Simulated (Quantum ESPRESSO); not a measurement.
# Core-hole calculation of the Zn K edge in ZnCu (Pm-3m), part 3 of 4

What does one-electron theory with a core hole give for the Zn K edge of ZnCu (Pm-3m)?

Quantum ESPRESSO 7.5; X-ray absorption near-edge structure, plane-wave PAW PBE, one-electron final states by a Lanczos continued fraction.

So far. Step 7 (Spectrum with XCH, Zn atom 1): Main maxima below 30 eV (height): 7.4 eV (1.19), 11.4 eV (1.16), 14.4 eV (1.33) and 24.4 eV (1.05).  Step 7 (Spectrum with XCH, Zn atom 1): The total-energy difference is 9696.10 eV. One term is added: -30.96 eV, since the hole is spin-paired here and a spin-polarised one costs that much less in the free atom (computed apart). The photon energy is then 9665.14 eV. The tabulated edge of the element is 9659 eV.

### 9. Spectrum with XCH, other settings, Zn atom 1

A test of how far the spectrum depends on this setting.

Changed against the first core-hole run: reconstruction radius r_paw to 5 bohr.

The input, xspectra.in:

```
&input_xspectra
   calculation='xanes_dipole', edge='K'
   prefix='x', outdir='tmp', xiabs=1, xe0=12.8901
   xonly_plot=.false., x_save_file='xanes.sav'
   xniter=3000, xcheck_conv=20, xerror=0.005
   xcoordcrys=.false., xepsilon(1)=1, xepsilon(2)=0, xepsilon(3)=0
/
&plot
   xnepoint=413, xemin=-10, xemax=45, terminator=.true., cut_occ_states=.true.
   xgamma=0.4
/
&pseudos
   filecore='../Zn.wfc', r_paw(1)=5
/
&cut_occ
   cut_desmooth=0.1, cut_stepl=0.05, cut_stepu=0.05, cut_ierror=1e-5
/
3 3 3 0 0 0
```

Launch:

```
$ OMP_NUM_THREADS=1 mpirun --oversubscribe --bind-to none -np 4 xspectra.x -nk 4 -in xspectra.in > xspectra.out
```

Output:

```text
     [... banner and references ...]
Reading input_file

     calculation: xanes_dipole

     xepsilon  [cartesian coordinates]:   1.000000   0.000000   0.000000

     xonly_plot: FALSE
        => complete calculation: Lanczos + spectrum plot

     filecore (core-wavefunction file): ../Zn.wfc

     main plot parameters:
        cut_occ_states: TRUE
        gamma_mode:  constant
        -> using xgamma [eV]:  0.40
        xemin [eV]: -10.00
        xemax [eV]:  45.00
        xnepoint:  413
        xe0 [eV]:  12.890100 (energy zero read in input file)

[...]
Results of STEP 1 successfully written in x_save_file
     x_save_file name:
     ->  xanes.sav
     x_save_file version:  2

     ... End STEP 1 ...

     ... Begin STEP 2 ...

     The spectrum is calculated using the following parameters:
        xe0 [eV]:   12.8901
        the occupied states are elimintate from the spectrum
        xemin [eV]: -10.00
        xemax [eV]:  45.00
        xnepoint:  413
        constant broadening parameter [eV]:    0.400
        Core level energy [eV]:  -9659.
         (from electron binding energy of neutral atoms in X-ray data booklet)

     Cross-section successfully written in xanes.dat

     ... End STEP 2 ...

                                END JOB XSpectra
```

It took 70 s on 4 MPI ranks of Intel Xeon Platinum 8259CL at 2.50GHz (Skylake/Cascade Lake), shared host; peak memory 0.25 GiB; 4.6 min of CPU time.

A radius that reaches the neighbours lies outside the range of the PAW reconstruction, so the change is an artefact.

This run also has another mesh (3×3×3 against 4×4×4), so part of the 104 % r.m.s. difference comes from the mesh. Another feature, at 3.5 eV (3.10), becomes the highest below 24 eV; the one at 14.4 eV is gone.

| E (eV) | first run | this run |
| --- | --- | --- |
| -2.0 | 0.10 | 0.32 |
| -0.5 | 0.21 | 1.00 |
| 1.0 | 0.50 | 1.94 |
| 2.5 | 0.60 | 2.62 |
| 4.0 | 0.91 | 2.87 |
| 5.5 | 1.13 | 1.95 |
| 7.0 | 1.19 | 1.47 |
| 8.5 | 1.17 | 0.82 |
| 10.0 | 1.06 | 0.39 |
| 11.5 | 1.16 | 0.24 |
| 13.0 | 1.12 | 0.16 |
| 14.5 | 1.33 | 0.14 |
| 16.0 | 1.12 | 0.15 |
| 17.5 | 0.99 | 0.14 |
| 19.0 | 0.94 | 0.15 |
| 20.5 | 0.88 | 0.18 |
| 22.0 | 0.90 | 0.21 |
| 23.5 | 1.01 | 0.20 |
| 25.0 | 1.04 | 0.18 |
| 26.5 | 1.00 | 0.16 |
| 28.0 | 1.01 | 0.13 |
| 29.5 | 1.12 | 0.12 |
| 31.0 | 1.17 | 0.11 |

### 10. Supercell with FCH, Zn atom 1

The holes are 5.9 Å apart. The excited electron is left out and a uniform background balances the charge.

Changed against the first core-hole run: core hole to FCH.

The input, scf.in:

```
&control
   calculation='scf', prefix='x', pseudo_dir='../pp', outdir='tmp', tprnfor=.true.
/
&system
   ibrav=0, nat=16, ntyp=3, nbnd=114
   ecutwfc=62, ecutrho=400
   occupations='smearing', smearing='mv', degauss=0.015
   tot_charge=1
/
&electrons
   conv_thr=1.6e-07, electron_maxstep=120
   mixing_beta=0.5
/
ATOMIC_SPECIES
Zn0 1.0 Zn.pbe-dn-kjpaw-1sch.UPF
Zn 1.0 Zn.pbe-dn-kjpaw.UPF
Cu 1.0 Cu.pbe-dn-kjpaw.UPF
CELL_PARAMETERS angstrom
  5.89000000 0.00000000 0.00000000
  0.00000000 5.89000000 0.00000000
  0.00000000 0.00000000 5.89000000
ATOMIC_POSITIONS crystal
Zn0  0.25000000 0.25000000 0.25000000
Zn   0.25000000 0.25000000 0.75000000
Zn   0.25000000 0.75000000 0.25000000
Zn   0.75000000 0.25000000 0.25000000
Zn   0.25000000 0.75000000 0.75000000
Zn   0.75000000 0.25000000 0.75000000
Zn   0.75000000 0.75000000 0.25000000
Zn   0.75000000 0.75000000 0.75000000
Cu   0.00000000 0.00000000 0.00000000
Cu   0.00000000 0.00000000 0.50000000
Cu   0.00000000 0.50000000 0.00000000
Cu   0.50000000 0.00000000 0.00000000
Cu   0.00000000 0.50000000 0.50000000
Cu   0.50000000 0.00000000 0.50000000
Cu   0.50000000 0.50000000 0.00000000
Cu   0.50000000 0.50000000 0.50000000
K_POINTS automatic
5 5 5 0 0 0
```

Launch:

```
$ OMP_NUM_THREADS=1 mpirun --oversubscribe --bind-to none -np 4 pw.x -nk 4 -in scf.in > scf.out
```

Output:

```text
     [... banner and references ...]
[banner, memory and clock lines left out]
using ibrav=0 with symmetry is DISCOURAGED, use correct ibrav instead

     G-vector sticks info

     bravais-lattice index     =            0
     lattice parameter (alat)  =      11.1305  a.u.
     unit-cell volume          =    1378.9308 (a.u.)^3
     number of atoms/cell      =           16
     number of atomic types    =            3
     number of electrons       =       184.00
     number of Kohn-Sham states=          114
     kinetic-energy cutoff     =      62.0000  Ry
     charge density cutoff     =     400.0000  Ry
     scf convergence threshold =      1.6E-07
     mixing beta               =       0.5000
     number of iterations used =            8  plain     mixing
     Exchange-correlation= SLA  PW   PBX  PBC
                           (   1   4   3   4   0   0   0)

     celldm(1)=  11.130487  celldm(2)=   0.000000  celldm(3)=   0.000000
     celldm(4)=   0.000000  celldm(5)=   0.000000  celldm(6)=   0.000000

     crystal axes: (cart. coord. in units of alat)
               a(1) = (   1.000000   0.000000   0.000000 )
               a(2) = (   0.000000   1.000000   0.000000 )
               a(3) = (   0.000000   0.000000   1.000000 )

     reciprocal axes: (cart. coord. in units 2 pi/alat)
               b(1) = (  1.000000  0.000000  0.000000 )
               b(2) = (  0.000000  1.000000  0.000000 )
               b(3) = (  0.000000  0.000000  1.000000 )

     PseudoPot. #1 for Zn:     Pseudo is Projector augmented-wave + core cor, Zval = 13.0

     PseudoPot. #2 for Zn:     Pseudo is Projector augmented-wave + core cor, Zval = 12.0

[...]
iteration #  9     ecut=    62.00 Ry     beta= 0.50
     Davidson diagonalization with overlap
     ethr =  5.39E-10,  avg # of iterations =  2.8

     End of self-consistent calculation

          k = 0.0000 0.0000 0.0000 ( 11363 PWs)   bands (ev):

    -2.5473  -2.5473  -2.5473  -2.5204  -2.5204   2.2142   4.6710   4.8962
     4.8962   4.8962   5.0317   5.0317   5.0730   5.0730   5.1389   5.2144
     5.2144   5.2144   5.2435   5.2435   5.2652   5.4517   5.4517   5.4517
[...]
14.7369  14.7369  14.7369  16.3926  16.9870  16.9870  16.9870  17.0952
    17.0952  17.0952  18.8283  18.8283  18.8283  18.8581  23.7826  23.8405
    23.8405  23.8406

     [... bands of 9 further k-points ...]

     the Fermi energy is    12.7635 ev

!    total energy              =   -3664.92027136 Ry
     total all-electron energy =    -54505.172156 Ry
     estimated scf accuracy    <       0.00000005 Ry
     smearing contrib. (-TS)   =      -0.00253812 Ry
     internal energy E=F+TS    =   -3664.91773325 Ry

     The total energy is F=E-TS. E is the sum of the following terms:
     one-electron contribution =    -670.12969804 Ry
     hartree contribution      =     605.50355603 Ry
     xc contribution           =    -736.44447504 Ry
     ewald contribution        =   -1400.82206520 Ry
     one-center paw contrib.   =   -1463.02505099 Ry

     convergence has been achieved in   9 iterations

     Forces acting on atoms (cartesian axes, Ry/au):

     atom    1 type  1   force =     0.00000000    0.00000000    0.00000000
     atom    2 type  2   force =     0.00000000    0.00000000    0.00000000
     atom    3 type  2   force =     0.00000000    0.00000000    0.00000000
[...]
atom   15 type  3   force =     0.00076334    0.00076334   -0.00076334
     atom   16 type  3   force =     0.00076334    0.00076334    0.00076334

     Total force =     0.003740     Total SCF correction =     0.000190

     XML data file, charge density, pseudopotentials, collected wavefunctions
```

The job ended after 2.2 min (4 MPI ranks; peak memory 0.43 GiB; 8.6 min of CPU time).

Energy with the hole: -741580.646 eV, cores included.

### 11. Spectrum with FCH, Zn atom 1

Changed against the first core-hole run: core hole to FCH.

xspectra.in: that of step 9 with these lines changed.

```diff
@@ -2,3 +2,3 @@
    calculation='xanes_dipole', edge='K'
-   prefix='x', outdir='tmp', xiabs=1, xe0=12.8901
+   prefix='x', outdir='tmp', xiabs=1, xe0=12.7635
    xonly_plot=.false., x_save_file='xanes.sav'
@@ -12,3 +12,3 @@
 &pseudos
-   filecore='../Zn.wfc', r_paw(1)=5
+   filecore='../Zn.wfc'
 /
@@ -17,2 +17,2 @@
 /
-3 3 3 0 0 0
+4 4 4 0 0 0
```

Launch:

```
$ OMP_NUM_THREADS=1 mpirun --oversubscribe --bind-to none -np 4 xspectra.x -nk 4 -in xspectra.in > xspectra.out
```

Output:

```text
     [... banner and references ...]
Reading input_file

     calculation: xanes_dipole

     xepsilon  [cartesian coordinates]:   1.000000   0.000000   0.000000

     xonly_plot: FALSE
        => complete calculation: Lanczos + spectrum plot

     filecore (core-wavefunction file): ../Zn.wfc

     main plot parameters:
        cut_occ_states: TRUE
        gamma_mode:  constant
        -> using xgamma [eV]:  0.40
        xemin [eV]: -10.00
        xemax [eV]:  45.00
        xnepoint:  413
        xe0 [eV]:  12.763500 (energy zero read in input file)

[...]
Results of STEP 1 successfully written in x_save_file
     x_save_file name:
     ->  xanes.sav
     x_save_file version:  2

     ... End STEP 1 ...

     ... Begin STEP 2 ...

     The spectrum is calculated using the following parameters:
        xe0 [eV]:   12.7635
        the occupied states are elimintate from the spectrum
        xemin [eV]: -10.00
        xemax [eV]:  45.00
        xnepoint:  413
        constant broadening parameter [eV]:    0.400
        Core level energy [eV]:  -9659.
         (from electron binding energy of neutral atoms in X-ray data booklet)

     Cross-section successfully written in xanes.dat

     ... End STEP 2 ...

                                END JOB XSpectra
```

Elapsed: 3.8 min, on 4 MPI ranks; peak memory 0.25 GiB.

| E (eV) | first run | this run |
| --- | --- | --- |
| -2.0 | 0.10 | 0.10 |
| -1.0 | 0.16 | 0.16 |
| 0.0 | 0.30 | 0.29 |
| 1.0 | 0.50 | 0.49 |
| 2.0 | 0.55 | 0.55 |
| 3.0 | 0.68 | 0.65 |
| 4.0 | 0.91 | 0.89 |
| 5.0 | 1.08 | 1.05 |
| 6.0 | 1.15 | 1.14 |
| 7.0 | 1.19 | 1.19 |
| 8.0 | 1.18 | 1.19 |
| 9.0 | 1.13 | 1.15 |
| 10.0 | 1.06 | 1.06 |
| 11.0 | 1.14 | 1.12 |
| 12.0 | 1.12 | 1.14 |
| 13.0 | 1.12 | 1.11 |
| 14.0 | 1.29 | 1.26 |
| 15.0 | 1.27 | 1.30 |
| 16.0 | 1.12 | 1.15 |
| 17.0 | 1.01 | 1.03 |
| 18.0 | 0.98 | 0.99 |
| 19.0 | 0.94 | 0.95 |
| 20.0 | 0.90 | 0.91 |
| 21.0 | 0.87 | 0.88 |
| 22.0 | 0.90 | 0.89 |
| 23.0 | 0.97 | 0.95 |
| 24.0 | 1.04 | 1.04 |
| 25.0 | 1.04 | 1.05 |
| 26.0 | 1.01 | 1.02 |
| 27.0 | 0.99 | 1.00 |
| 28.0 | 1.01 | 1.01 |
| 29.0 | 1.08 | 1.07 |
| 30.0 | 1.16 | 1.15 |
| 31.0 | 1.17 | 1.18 |
| 32.0 | 1.13 | 1.14 |

Against the first run the r.m.s. difference is 2 %. The highest intensity below 24 eV goes from 14.4 eV (1.33) to 14.6 eV (1.33).

The photon energy of the zero moves by -0.07 eV.

### 12. The atom with a core hole

The transition-state run needs a data set with half a core electron removed.

The input, Zn.pbe-dn-kjpaw-1shch.ld1.in:

```
&input
   title='Zn', zed=30., rel=1, iswitch=3, dft='PBE',
   config='1s1.5 2s2 2p6 3s2 3p6 4s2 4p0.5 3d10'
/
&inputp
   file_pseudopw='Zn.pbe-dn-kjpaw-1shch.UPF', author='',
   lpaw=.true.,
   pseudotype=3,
   lloc=-1,
   rcloc=1.9,
   which_augfun='PSQ',
   rmatch_augfun_nc=.true.,
   nlcc=.true.,
   new_core_ps=.true.,
   rcore=1.0,
   tm=.true.,
   zval=12.5,
   lgipaw_reconstruction=.true., use_paw_as_gipaw=.true.
/
6
4S  1  0  2.00  0.00  1.08  2.20  0.0
4S  1  0  0.00  6.10  1.08  2.20  0.0
4P  2  1  0.50  0.00  1.08  2.20  0.0
4P  2  1  0.00  6.30  1.08  2.20  0.0
3D  3  2  10.00  0.00  1.08  1.70  0.0
3D  3  2  0.00  -0.80  1.08  1.70  0.0
```

Launch:

```
$ ld1.x < Zn.pbe-dn-kjpaw-1shch.ld1.in > Zn.pbe-dn-kjpaw-1shch.ld1.out
```

Output:

```text
     [... banner and references ...]
PAW data will be used for GIPAW calculation
     --------------------------- All-electron run ----------------------------

     Zn
     scalar relativistic calculation

     atomic number is 30.00
     dft =PBE   lsd =0 sic =0 latt =0  beta=0.20 tr2=1.0E-14
     Exchange-correlation= PBE
                           (   1   4   3   4   0   0   0)
     mesh =1201 r(mesh) =  99.36527 a.u. xmin = -7.00 dx = 0.01250
     1 Ry =  13.60569312 eV, c = 137.03599908

     n l     nl                  e(Ry)          e(Ha)          e(eV)
[...]
3 2     3D   1(10.00)       -1.07964       -1.07964        0.00000

     eps = 6.3E-16  iter =  4

     Etot =   -3238.862767 Ry,   -1619.431384 Ha,  -44066.972876 eV
     Etotps =  -247.494237 Ry,    -123.747118 Ha,   -3367.330637 eV

     Ekin =     247.876298 Ry,     123.938149 Ha,    3372.528837 eV
     Encl =    -495.441057 Ry,    -247.720529 Ha,   -6740.818987 eV
     Ehrt =     134.035984 Ry,      67.017992 Ha,    1823.652470 eV
     Ecxc =    -133.965461 Ry,     -66.982731 Ha,   -1822.692957 eV
     (Ecc =     -20.120795 Ry,     -10.060397 Ha,    -273.757360 eV)

     ---------------------- End of pseudopotential test ----------------------
```

Elapsed: 1.1 s, on 1 MPI rank; peak memory 0.13 GiB.

(Continued in part 4 of 4.)

[Banner, clock and machine lines of the logs are left out without a mark of their own.]

[Logs are printed without paths, hosts, clocks, repeated set-up lines and the standing remarks that a program may print on its own settings, such as how far it seeks lower states.]

[Hosts, paths, dates, database ids (printed as entryN), source tags and the programs' standing remarks are cut or masked in the printed files.]

[Lists of maxima count a maximum above −3 eV only where it reaches 4 % of the highest in the window and stands out from its surroundings by 2 % of it (1.5 % where it reaches 55 %); shoulders and weaker maxima are passed over, and of the rest the first, up to two pre-edge ones and the few strongest are named.]
